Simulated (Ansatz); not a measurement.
## Simulated XPS, UPS and emission spectra of AgSbH2C2N2F6

Wanted: projected DOS of AgSbH2C2N2F6, weighted into photoemission and X-ray emission spectra, at several levels of theory. Spin–orbit coupling is left out of the bands throughout.

Calculated with Ansatz 0.2.0; DFT, LDA, plane-wave PAW, default files, scalar-relativistic, in the first sound run; inputs show where later runs differ.

## (1) The starting structure

It takes space group Pnnm (No. 58, orthorhombic). Conventional cell: a = 5.320 Å, b = 12.527 Å, c = 7.011 Å, α = 90.00°, β = 90.00°, γ = 90.00°. Nearest to Sb lie 6 F at 1.93 Å. Nearest to Ag lie 2 N at 2.09 Å. F has 1 Sb at 1.93 Å nearest. Nearest to F lie 1 Sb at 1.93 Å. Nearest to N lie 1 C at 1.16 Å and 1 Ag at 2.09 Å. Nearest to C lie 1 H at 1.08 Å and 1 N at 1.16 Å. Farther neighbours and most contacts between anions are not listed.

## (2) Self-consistent run, DOS and bands

The base run gives the projected DOS, from which the spectra are built. The DOS is taken on a denser mesh than the density.

The input, input.yaml:

```yaml
crystal:
  lattice:
    - [5.320154, 0.0, 0.0]
    - [0.0, 12.526935, 0.0]
    - [0.0, 0.0, 7.010653]
  atoms:
    - { symbol: Sb, position: [0.0, 0.0, 0.0] }
    - { symbol: Sb, position: [0.5, 0.5, 0.5] }
    - { symbol: Ag, position: [0.5, 0.0, 0.5] }
    - { symbol: Ag, position: [0.0, 0.5, 0.0] }
    - { symbol: F, position: [0.200525, 0.930762, 0.807556] }
    - { symbol: F, position: [0.799475, 0.069238, 0.807556] }
    - { symbol: F, position: [0.700525, 0.569238, 0.692444] }
    - { symbol: F, position: [0.299475, 0.430762, 0.692444] }
    - { symbol: F, position: [0.799475, 0.069238, 0.192444] }
    - { symbol: F, position: [0.200525, 0.930762, 0.192444] }
    - { symbol: F, position: [0.299475, 0.430762, 0.307556] }
    - { symbol: F, position: [0.700525, 0.569238, 0.307556] }
    - { symbol: F, position: [0.77598, 0.878896, 0.0] }
    - { symbol: F, position: [0.22402, 0.121104, 0.0] }
    - { symbol: F, position: [0.27598, 0.621104, 0.5] }
    - { symbol: F, position: [0.72402, 0.378896, 0.5] }
    - { symbol: "N", position: [0.714024, 0.859858, 0.5] }
    - { symbol: "N", position: [0.285976, 0.140142, 0.5] }
    - { symbol: "N", position: [0.214024, 0.640142, 0.0] }
    - { symbol: "N", position: [0.785976, 0.359858, 0.0] }
    - { symbol: C, position: [0.854259, 0.789418, 0.5] }
    - { symbol: C, position: [0.145741, 0.210582, 0.5] }
    - { symbol: C, position: [0.354259, 0.710582, 0.0] }
    - { symbol: C, position: [0.645741, 0.289418, 0.0] }
    - { symbol: H, position: [0.977731, 0.72072, 0.5] }
    - { symbol: H, position: [0.022269, 0.27928, 0.5] }
    - { symbol: H, position: [0.477731, 0.77928, 0.0] }
    - { symbol: H, position: [0.522269, 0.22072, 0.0] }
kpoints:
  mp_grid: { grid: [4, 2, 4] }
  band_path:
    path:
      - [0.0, 0.0, 0.0]
      - [0.5, 0.0, 0.0]
      - [0.5, 0.5, 0.0]
      - [0.0, 0.5, 0.0]
      - [0.0, 0.0, 0.0]
      - [0.0, 0.0, 0.5]
      - [0.5, 0.0, 0.5]
      - [0.5, 0.5, 0.5]
      - [0.0, 0.5, 0.5]
      - [0.0, 0.0, 0.5]
    npoints: 6
scf:
  occupations: { method: fermi_dirac, width: 0.02 }
  n_extra_bands: 40
hamiltonian:
  xc: lda
  pseudopotentials: { kind: paw }
output:
  forces: true
  stress: true
  dos:
    projected:
      site_lists:
        Sb1: [0, 1]
        Ag3: [2, 3]
        F5: [4, 5, 6, 7, 8, 9, 10, 11]
        F13: [12, 13, 14, 15]
        N17: [16, 17, 18, 19]
        C21: [20, 21, 22, 23]
        H25: [24, 25, 26, 27]
    de: 0.05
    e_range: [-30, 12]
    nscf_kmesh: { grid: [8, 4, 6] }
  fatbands: true
  write_density: true
  write_potential: true
  elf: true
  volumetric_format: npy
```

On the command line:

```console
> ansatz run input.yaml --threads 4 --pin off --max-ram 8192MiB --backend cpu --events-out ev --progress --plain --runs-dir out
```

Numbers of over 12 decimals in the logs are rounded to 6 here.

What it wrote:

```text
scf.n_extra_bands = 40 over 96 filled bands (N_el = 192.0): the run solves 136 bands
Engine: ansatz 0.2.0, x86_64-unknown-linux-gnu
Pseudopotentials: kind: paw
Pseudopotential: Sb, paw, valence charge 15, recommended cutoff 420 eV (normal), Sb.paw.azcp
Pseudopotential: Ag, paw, valence charge 19, recommended cutoff 420 eV (normal), Ag.paw.azcp
Pseudopotential: F, paw, valence charge 7, recommended cutoff 420 eV (normal), F.paw.azcp
Pseudopotential: N, paw, valence charge 5, recommended cutoff 420 eV (normal), N.paw.azcp
Pseudopotential: C, paw, valence charge 4, recommended cutoff 420 eV (normal), C.paw.azcp
Pseudopotential: H, paw, valence charge 1, recommended cutoff 420 eV (normal), H.paw.azcp
Functional definition: SPW92
  exchange = slater_x
  correlation = pw_c
Crystal: 28 atoms, lattice volume = 467.227 Å³
Basis set: ecut = 420 eV, 9123 PW (Γ)
Bands: 136, of which v1, the nominal top of the filled ones, is band 96 counted from 1 (95 counted from 0)
Symmetry: 8 space group operations
Space group: Pnnm (ITA 58), of the structure as read, at distance tolerance 7.8e-5 Å
k-points: 18 of 32
Non-local potential: Sb, projectors of the file, l = 0: 2, l = 1: 2, l = 2: 2, l = 3: 2
Non-local potential: Ag, projectors of the file, l = 0: 3, l = 1: 2, l = 2: 2, l = 3: 1
Non-local potential: F, projectors of the file, l = 0: 2, l = 1: 2, l = 2: 1
Non-local potential: N, projectors of the file, l = 0: 2, l = 1: 2, l = 2: 1
Non-local potential: C, projectors of the file, l = 0: 2, l = 1: 2, l = 2: 1
Non-local potential: H, projectors of the file, l = 0: 2, l = 1: 1
PAW form: soft (Blöchl's): semilocal exchange-correlation on the pseudo side does not see the compensation charge
PAW frozen core: Sb, regenerated for the run's functional, and the local potential with it (the file was generated under x = pbe(κ = 0.804, μ = 0.219515), c = pbe(β = 0.066725))
PAW frozen core: Ag, regenerated for the run's functional, and the local potential with it (the file was generated under x = pbe(κ = 0.804, μ = 0.219515), c = pbe(β = 0.066725))
PAW frozen core: F, regenerated for the run's functional, and the local potential with it (the file was generated under x = pbe(κ = 0.804, μ = 0.219515), c = pbe(β = 0.066725))
PAW frozen core: N, regenerated for the run's functional, and the local potential with it (the file was generated under x = pbe(κ = 0.804, μ = 0.219515), c = pbe(β = 0.066725))
PAW frozen core: C, regenerated for the run's functional, and the local potential with it (the file was generated under x = pbe(κ = 0.804, μ = 0.219515), c = pbe(β = 0.066725))
PAW one-centre angular grid: Sb, 590 points (default); XC on 64 Gauss nodes
PAW one-centre angular grid: Ag, 590 points (default); XC on 64 Gauss nodes
PAW one-centre angular grid: F, 110 points (default); XC on 64 Gauss nodes
PAW one-centre angular grid: N, 110 points (default); XC on 64 Gauss nodes
PAW one-centre angular grid: C, 110 points (default); XC on 64 Gauss nodes
PAW one-centre angular grid: H, 110 points (default); XC on 64 Gauss nodes
Initial density: superposition of atomic densities (neutral atoms: chi_scale 0, normalization atom), corrected by the library's trained network
Initial wavefunctions: pseudopotential atomic-orbital guess
Functional: x = slater, c = lda
SCF iter   1: F=—  HF=-39636.370398 eV  |F-HF|=—  |Δ(HF+E_count)|=         —  Δρ=1.52e-2  dr2=8.34e-1  ethr=1.77e-3  ⟨swp⟩=5.0  Hψ=9793  notcnv=0  defer=396
preconditioner: auto → Resta (q_TF=auto, 2.352 Å⁻¹)  ε∞=3.0  [insulator: Δε(μ)=3.148 eV  Ē_g=15.247 eV  σ=0.020 eV  W_gap=1.00  n_scr=98 (ndim 8)  ℏωp=21.5 eV  f_vac=0.290  D(μ)=0.00/eV (n_scr^D=0)  ε∞_Penn≈3.0]
SCF iter   2: F=—  HF=-39636.120402 eV  |F-HF|=—  |Δ(HF+E_count)|=   2.50e-1  Δρ=5.01e-3  dr2=7.60e-2  ethr=4.34e-4  ⟨swp⟩=2.9  Hψ=4203  notcnv=0  defer=614
SCF iter   3: F=—  HF=-39636.097358 eV  |F-HF|=—  |Δ(HF+E_count)|=   2.30e-2  Δρ=2.06e-3  dr2=2.30e-2  ethr=3.96e-5  ⟨swp⟩=2.0  Hψ=3032  notcnv=0  defer=626
SCF iter   4: F=—  HF=-39636.088748 eV  |F-HF|=—  |Δ(HF+E_count)|=   8.61e-3  Δρ=4.92e-4  dr2=9.85e-4  ethr=1.20e-5  ⟨swp⟩=2.0  Hψ=2997  notcnv=0  defer=626
SCF iter   5: F=—  HF=-39636.088748 eV  |F-HF|=—  |Δ(HF+E_count)|=   5.09e-7  Δρ=3.59e-4  dr2=4.29e-4  ethr=5.13e-7  ⟨swp⟩=2.0  Hψ=3393  notcnv=0  defer=626
SCF iter   6: F=—  HF=-39636.088679 eV  |F-HF|=—  |Δ(HF+E_count)|=   6.90e-5  Δρ=9.94e-5  dr2=3.45e-5  ethr=2.24e-7  ⟨swp⟩=2.0  Hψ=3134  notcnv=0  defer=626
SCF iter   7: F=—  HF=-39636.088896 eV  |F-HF|=—  |Δ(HF+E_count)|=   2.18e-4  Δρ=2.81e-5  dr2=4.65e-6  ethr=1.79e-8  ⟨swp⟩=2.0  Hψ=2940  notcnv=0  defer=626
SCF iter   8: F=—  HF=-39636.088897 eV  |F-HF|=—  |Δ(HF+E_count)|=   7.09e-7  Δρ=1.40e-5  dr2=1.03e-6  ethr=2.42e-9  ⟨swp⟩=2.0  Hψ=3514  notcnv=0  defer=626
SCF iter   9: F=—  HF=-39636.088897 eV  |F-HF|=—  |Δ(HF+E_count)|=   2.40e-7  Δρ=6.85e-6  dr2=2.15e-7  ethr=5.38e-10  ⟨swp⟩=2.0  Hψ=3010  notcnv=0  defer=626
SCF iter  10: F=-39636.088897 eV  HF=-39636.088897 eV  |F-HF|=1.01e-8  |Δ(HF+E_count)|=   6.66e-9  Δρ=1.85e-6  dr2=1.96e-8  ethr=5.21e-11  ⟨swp⟩=18.0  Hψ=20471  notcnv=0
SCF 1 converged in 10 iterations: F = -39636.088897 eV  dr2 = 1.96e-8
  greatest PAW one-centre occupation: 1.002 electrons in one spin orbital (limit 2), on the Ag atom at site 3 (counted from 0), in its partial waves of l = 0
NSCF: frozen V_eff on 55 k-points
NSCF: frozen V_eff on 60 k-points
SCF converged after 10 iterations
Free energy (F): -39636.088897 eV
Harris-Foulkes:  -39636.088897 eV  (|F-HF|=1.01e-8)
Internal energy: -39636.088897 eV  (E = F + TS)
E sigma→0 (E₀):  -39636.088897 eV
Fermi energy:    1.899739 eV
--- Per-component energies (eV) ---
  E_band       = -2616.300252
  E_kinetic    = 4821.704284
  E_local      = -25664.354738  (includes V_loc(G=0)·N_el)
  E_nonlocal   = 2156.797492
  E_hartree    = 10628.239370
  E_xc         = -2004.471607
  E_vxc        = -2413.193867  (∫ρ·V_xc dr)
  E_paw        = -19508.797012  (= ΣΔE_a)
  E_vpaw       = -2773.759064  (= ΣTr[D̂ρ^β])
  E_aug_tail   = 0.020081  (compensation charges beyond the density's cutoff)
  E_ewald      = -10069.724556
  E_core_change = 4.497789  (= ΣΔE_core)
  E_smearing   = -0.000000  (= −TS)
  E_closure    = 0.000000  (closes the sum)
  Σ components = -39636.088897   (vs F -39636.088897, Δ=0.00e0)
--- Forces (eV/Å), atoms counted from 1 ---
  atom   1  Sb     0.00000000     0.00000000     0.00000000
  atom   2  Sb     0.00000000     0.00000000     0.00000000
  atom   3  Ag     0.00000000     0.00000000     0.00000000
  atom   4  Ag    -0.00000000     0.00000000     0.00000000
  atom   5  F     -0.35426399     0.33606473     0.41501811
  atom   6  F      0.35426399    -0.33606473     0.41501811
  atom   7  F     -0.35426399    -0.33606473    -0.41501811
  atom   8  F      0.35426399     0.33606473    -0.41501811
  atom   9  F      0.35426399    -0.33606473    -0.41501811
  atom  10  F     -0.35426399     0.33606473    -0.41501811
  atom  11  F      0.35426399     0.33606473     0.41501811
  atom  12  F     -0.35426399    -0.33606473     0.41501811
  atom  13  F      0.32252545     0.49836986     0.00000000
  atom  14  F     -0.32252545    -0.49836986     0.00000000
  atom  15  F      0.32252545    -0.49836986     0.00000000
  atom  16  F     -0.32252545     0.49836986     0.00000000
  atom  17  N      0.45952177    -0.23434963     0.00000000
  atom  18  N     -0.45952177     0.23434963     0.00000000
  atom  19  N      0.45952177     0.23434963     0.00000000
  atom  20  N     -0.45952177    -0.23434963     0.00000000
  atom  21  C     -1.12568873     1.08873116     0.00000000
  atom  22  C      1.12568873    -1.08873116     0.00000000
  atom  23  C     -1.12568873    -1.08873116     0.00000000
  atom  24  C      1.12568873     1.08873116     0.00000000
  atom  25  H      0.37316958    -0.37459778     0.00000000
  atom  26  H     -0.37316958     0.37459778     0.00000000
  atom  27  H      0.37316958     0.37459778     0.00000000
  atom  28  H     -0.37316958    -0.37459778     0.00000000
  max |Σ_I F_I| component: 5.00e-16 eV/Å
--- Stress (GPa, compression-positive) ---
       -4.655665       0.000000       0.000000
        0.000000      -5.892642       0.000000
        0.000000       0.000000      -3.199256
  P = ⅓ Tr σ = -4.5825 GPa (-45.825 kbar)
--- Band table (eV; the first three rows and the last of 18) ---
  k-point 0: bands = [... 92 lower, -0.5240, -0.5200, 0.2631, 0.3333, 3.3056, 3.3739, 4.6236, 4.9440, ... 36 higher]
  k-point 1: bands = [... 92 lower, -0.5783, -0.5749, 0.3483, 0.3963, 3.2915, 3.3435, 4.6944, 4.9177, ... 36 higher]
  k-point 2: bands = [... 92 lower, -0.6323, -0.6323, 0.4464, 0.4464, 3.2934, 3.2934, 4.8277, 4.8277, ... 36 higher]
  k-point 17: bands = [... 92 lower, -0.6300, -0.6300, 0.5105, 0.5105, 3.5587, 3.5587, 4.9557, 4.9557, ... 36 higher]
```

Wall time 91 s (4 threads of INTEL XEON PLATINUM 8581C at 2.10GHz (Emerald Rapids), shared host); peak memory 3 GiB; 5.9 min of CPU time.

This step gave:

| Item | Value |
| --- | --- |
| free energy | -39636.0889 eV |
| Fermi energy | 1.900 eV |
| symmetry operations | 8 |
| pressure | -4.583 GPa |
| gap on the k-mesh | 2.781 eV |
| zero of energy | valence-band maximum |
| share of occupied states in no projected shell | 0.0072 of the occupied states in the window |
| gap on the path | 2.776 eV |
| least direct gap on the path | 2.841 eV |
| valence top on path | 0 eV |

Electronic bands along the path, in eV, zero at the valence-band maximum; v1 is the highest filled band, c1 the lowest empty one:

| point | v4 | v3 | v2 | v1 | c1 | c2 | c3 | c4 |
| --- | --- | --- | --- | --- | --- | --- | --- | --- |
| Γ | -1.03 | -1.03 | -0.25 | -0.18 | 2.79 | 2.86 | 4.11 | 4.43 |
| halfway | -1.05 | -1.05 | -0.15 | -0.14 | 2.85 | 2.86 | 4.35 | 4.49 |
| X | -1.07 | -1.07 | -0.09 | -0.09 | 2.89 | 2.89 | 4.50 | 4.50 |
| halfway | -1.07 | -1.07 | -0.09 | -0.09 | 2.89 | 2.89 | 4.51 | 4.51 |
| S | -1.07 | -1.07 | -0.09 | -0.09 | 2.89 | 2.89 | 4.52 | 4.52 |
| halfway | -1.05 | -1.05 | -0.15 | -0.15 | 2.86 | 2.86 | 4.47 | 4.47 |
| Y | -1.03 | -1.03 | -0.21 | -0.21 | 2.83 | 2.83 | 4.26 | 4.26 |
| halfway | -1.03 | -1.03 | -0.24 | -0.19 | 2.80 | 2.85 | 4.16 | 4.38 |
| Γ | -1.03 | -1.03 | -0.25 | -0.18 | 2.79 | 2.86 | 4.11 | 4.43 |
| halfway | -1.09 | -1.09 | -0.16 | -0.11 | 2.78 | 2.83 | 4.18 | 4.41 |
| Z | -1.14 | -1.14 | -0.06 | -0.06 | 2.78 | 2.78 | 4.32 | 4.32 |
| halfway | -1.14 | -1.14 | -0.03 | -0.03 | 2.92 | 2.92 | 4.48 | 4.48 |
| U | -1.14 | -1.14 | 0.00 | 0.00 | 3.05 | 3.05 | 4.44 | 4.44 |
| halfway | -1.14 | -1.14 | 0.00 | 0.00 | 3.05 | 3.05 | 4.44 | 4.44 |
| R | -1.14 | -1.14 | 0.00 | 0.00 | 3.05 | 3.05 | 4.45 | 4.45 |
| halfway | -1.14 | -1.14 | -0.03 | -0.03 | 2.91 | 2.91 | 4.41 | 4.41 |
| T | -1.14 | -1.14 | -0.06 | -0.06 | 2.78 | 2.78 | 4.28 | 4.28 |
| halfway | -1.14 | -1.14 | -0.06 | -0.06 | 2.78 | 2.78 | 4.29 | 4.29 |
| Z | -1.14 | -1.14 | -0.06 | -0.06 | 2.78 | 2.78 | 4.32 | 4.32 |

Of the projections kept (Sb s, Sb p, Ag s, Ag d, F s, F p, N s, N p, C s, C p, H s, not projected), the largest for each band there; the rest of the weight can lie on other orbitals:

| point | v4 | v3 | v2 | v1 | c1 | c2 | c3 | c4 |
| --- | --- | --- | --- | --- | --- | --- | --- | --- |
| Γ | Ag d 0.89 | Ag d 0.89 | Ag d 0.64 | Ag d 0.64 | Sb s 0.43 | Sb s 0.43 | C p 0.48 | C p 0.49 |
| X | Ag d 0.91 | Ag d 0.91 | Ag d 0.67 | Ag d 0.67 | Sb s 0.49 | Sb s 0.49 | C p 0.52 | C p 0.52 |
| S | Ag d 0.91 | Ag d 0.91 | Ag d 0.67 | Ag d 0.67 | Sb s 0.49 | Sb s 0.49 | C p 0.52 | C p 0.52 |
| Y | Ag d 0.89 | Ag d 0.89 | Ag d 0.64 | Ag d 0.64 | Sb s 0.43 | Sb s 0.43 | C p 0.48 | C p 0.48 |
| Γ | Ag d 0.89 | Ag d 0.89 | Ag d 0.64 | Ag d 0.64 | Sb s 0.43 | Sb s 0.43 | C p 0.48 | C p 0.49 |
| Z | Ag d 0.94 | Ag d 0.94 | Ag d 0.65 | Ag d 0.65 | Sb s 0.49 | Sb s 0.49 | C p 0.50 | C p 0.50 |

The DOS has structure finer than the step of the table below, so its rows give means over 1 eV, whole bins alone (the curve runs from -24.4 to 11.4 eV). Peaks (eV: height): total -22.1: 109, -21.2: 80, -3.1: 82.7, -1.3: 99.0; F 2p -5.7: 56.2, -3.6: 43.5, -3.1: 66.1, -2.6: 65.5; Ag 4d -1.3: 85.5, 0.0: 13.5; N 2p -6.3: 16.6, -4.8: 23.7, -3.3: 9.60, 5.0: 15.0; C 2p -8.5: 11.3, -1.3: 9.14, 4.5: 11.4, 5.0: 19.8.

* holds the states left over by the projection beside any projected weight of its own. The DOS by E, zero at the valence-band maximum; means over each step; 7 of 14 lines; values in states/eV/cell:

| E (eV) | total | F 2p | Ag 4d | N 2p | C 2p | H 1s | C 2s |
| --- | --- | --- | --- | --- | --- | --- | --- |
| -23 | 4.00 | 0.0958 | 0.00103 | 9.4e-4 | 0.00443 | 0.00848 | 1.2e-4 |
| -22 | 12.0 | 0.0855 | 0.00263 | 6.0e-4 | 0.00421 | 0.0157 | 5.8e-5 |
| -21 | 8.00 | 0.00713 | 0.00225 | 4.2e-4 | 0.00293 | 0.0145 | 7.8e-5 |
| -20 | 0 | 0 | 0 | 0 | 0 | 0 | 0 |
| -19 | 0 | 0 | 0 | 0 | 0 | 0 | 0 |
| -18 | 0 | 0 | 0 | 0 | 0 | 0 | 0 |
| -17 | 8.00 | 6.0e-4 | 0.0287 | 0.787 | 1.30 | 0.159 | 1.92 |
| -16 | 0 | 0 | 0 | 0 | 0 | 0 | 0 |
| -15 | 0 | 0 | 0 | 0 | 0 | 0 | 0 |
| -14 | 0 | 0 | 0 | 0 | 0 | 0 | 0 |
| -13 | 0 | 0 | 0 | 0 | 0 | 0 | 0 |
| -12 | 0 | 0 | 0 | 0 | 0 | 0 | 0 |
| -11 | 0 | 0 | 0 | 0 | 0 | 0 | 0 |
| -10 | 0 | 0 | 0 | 0 | 0 | 0 | 0 |
| -9 | 7.01 | 1.96 | 0.0496 | 0.171 | 1.03 | 0.993 | 0.810 |
| -8 | 4.99 | 0.245 | 0.0409 | 0.212 | 1.48 | 1.28 | 1.17 |
| -7 | 0 | 0 | 0 | 0 | 0 | 0 | 0 |
| -6 | 16.0 | 9.63 | 0.873 | 1.86 | 0.438 | 0.228 | 0.0758 |
| -5 | 4.00 | 0.235 | 0.00174 | 2.41 | 0.194 | 0.148 | 0.00201 |
| -4 | 28.7 | 20.2 | 0.914 | 4.10 | 2.86 | 0.00419 | 0.0554 |
| -3 | 41.6 | 32.3 | 0.800 | 4.85 | 3.05 | 0.00154 | 0.0170 |
| -2 | 1.69 | 1.66 | 0.0127 | 0.00976 | 0.00442 | 1.2e-5 | 1.3e-4 |
| -1 | 16.0 | 0.473 | 14.2 | 0.309 | 0.960 | 2.0e-4 | 8.6e-4 |
| 0 | 4.00 | 0.231 | 2.62 | 0.306 | 0.0108 | 0.0121 | 0.00688 |
| 1 | 0 | 0 | 0 | 0 | 0 | 0 | 0 |
| 2 | 0 | 0 | 0 | 0 | 0 | 0 | 0 |
| 3 | 4.00 | 1.63 | 0.0505 | 0.0355 | 0.0309 | 0.0332 | 0.0252 |
| 4 | 3.42 | 0.0257 | 0.00494 | 1.17 | 1.70 | 0.00269 | 0.00383 |
| 5 | 12.6 | 0.0805 | 0.164 | 4.66 | 6.33 | 0.00557 | 0.00681 |
| 6 | 4.00 | 0.161 | 0.156 | 0.254 | 0.193 | 0.0881 | 0.0898 |
| 7 | 7.37 | 0.546 | 0.00742 | 0.130 | 0.210 | 0.499 | 0.308 |
| 8 | 9.64 | 0.737 | 0.00995 | 0.164 | 0.199 | 0.598 | 0.545 |
| 9 | 10.7 | 0.610 | 0.00437 | 0.136 | 0.168 | 0.693 | 0.686 |
| 10 | 11.0 | 0.309 | 0.00483 | 0.174 | 0.216 | 1.37 | 0.673 |

This run's widths, added to any smearing of the DOS itself: Gaussian 0.3 eV, Lorentzian 0.05 eV. The intensity by binding energy, zero at the valence-band maximum; values in % of the maximum within 13 eV:

| binding energy (eV) | 21.2 eV | 150 eV | 1486.7 eV | 5414.7 eV |
| --- | --- | --- | --- | --- |
| 0 | 10.3 | 5.03 | 18.2 | 20.5 |
| 2 | 1.46 | 1.33 | 0.907 | 0.868 |
| 4 | 60.6 | 59.1 | 9.06 | 7.14 |
| 6 | 15.8 | 18.5 | 4.35 | 6.89 |
| 8 | - | 0.635 | 0.256 | 0.470 |
| 10 | - | 0.134 | 0.0599 | 0.154 |
| 12 | - | 0.0361 | 0.0169 | 0.0285 |
| 14 | - | 0.0305 | 0.0166 | 0.0259 |
| 16 | - | 0.0893 | 0.0473 | 0.0710 |
| 18 | - | 0.132 | 0.0762 | 0.117 |
| 20 | - | 0.164 | 0.157 | 0.266 |
| 22 | - | 47.2 | 44.6 | 79.9 |
| 24 | - | 0.149 | 0.140 | 0.262 |

Maxima picked by a test of local sharpness, so broad peaks and shoulders can be missing; peaks within 0.45 eV of a curve's cut are left out. Valence peaks, by row, the first 40 of 48 rows:

| photon energy (eV) | binding energy (eV) | height (% of the maximum within 13 eV) | main shell | its share (%) |
| --- | --- | --- | --- | --- |
| 21.2 | 6.309 | 18.86 | N 2p | 59.32 |
| 21.2 | 5.759 | 43.49 | F 2p | 86.6 |
| 21.2 | 4.859 | 19.74 | N 2p | 82.01 |
| 21.2 | 3.709 | 82.53 | F 2p | 61.87 |
| 21.2 | 3.159 | 100 | F 2p | 68.4 |
| 21.2 | 2.609 | 53.12 | F 2p | 95.21 |
| 21.2 | 1.259 | 54.17 | Ag 4d | 83.26 |
| 21.2 | 0.1088 | 12.52 | Ag 4d | 74.89 |
| 150 | 22.96 | 22.74 | F 2s | 95.19 |
| 150 | 22.11 | 67.93 | F 2s | 98.59 |
| 150 | 21.26 | 49.79 | F 2s | 99.02 |
| 150 | 17.06 | 24.27 | N 2s | 64.48 |
| 150 | 9.159 | 14.89 | F 2p | 70.18 |
| 150 | 8.459 | 11.87 | C 2s | 43.03 |
| 150 | 6.309 | 8.835 | N 2p | 36.12 |
| 150 | 5.759 | 54.78 | F 2p | 91.82 |
| 150 | 4.859 | 10.79 | N 2p | 42.8 |
| 150 | 3.709 | 76.12 | F 2p | 89.59 |
| 150 | 3.109 | 100 | F 2p | 92.79 |
| 150 | 2.609 | 68.24 | F 2p | 98.98 |
| 150 | 1.259 | 18.12 | Ag 4d | 80.87 |
| 150 | 0.1088 | 6.094 | Ag 4d | 49.99 |
| 1487 | 22.96 | 21.71 | F 2s | 91.37 |
| 1487 | 22.11 | 64.05 | F 2s | 95.85 |
| 1487 | 21.26 | 51.72 | F 2s | 87.37 |
| 1487 | 17.11 | 11.37 | N 2s | 74.26 |
| 1487 | 9.159 | 7.251 | Sb 5s | 48.74 |
| 1487 | 8.459 | 4.804 | C 2s | 44.02 |
| 1487 | 6.309 | 8.107 | Ag 4d | 76.89 |
| 1487 | 5.759 | 10.93 | F 2p | 38.68 |
| 1487 | 3.709 | 12.71 | F 2p | 45.1 |
| 1487 | 3.159 | 11.94 | F 2p | 64.3 |
| 1487 | 2.609 | 7.318 | F 2p | 77.59 |
| 1487 | 1.259 | 100 | Ag 4d | 99.66 |
| 1487 | 0.1088 | 22.09 | Ag 4d | 93.79 |
| 5415 | 22.96 | 43.75 | F 2s | 77.82 |
| 5415 | 22.11 | 114.9 | F 2s | 91.72 |
| 5415 | 21.26 | 85.31 | F 2s | 90.89 |
| 5415 | 17.11 | 16.2 | N 2s | 75.61 |
| 5415 | 9.159 | 24.17 | Sb 5s | 78.39 |

(Part 1 of 4 ends here.)

[Logs are printed without paths, hosts, clocks, repeated set-up lines and the standing remarks that a program may print on its own settings, such as how far it seeks lower states.]

[Hosts, paths, dates, database ids (printed as entryN), source tags and the programs' standing remarks are cut or masked in the printed files.]

[Maps of the electrostatic potential energy from Ansatz leave out the sawtooth potential of an applied field or a dipole correction, so their vacuum need not be flat; work functions include it.]

[Peak lists hold at most the 14 tallest peaks of each spectrum; further lines can be left out.]
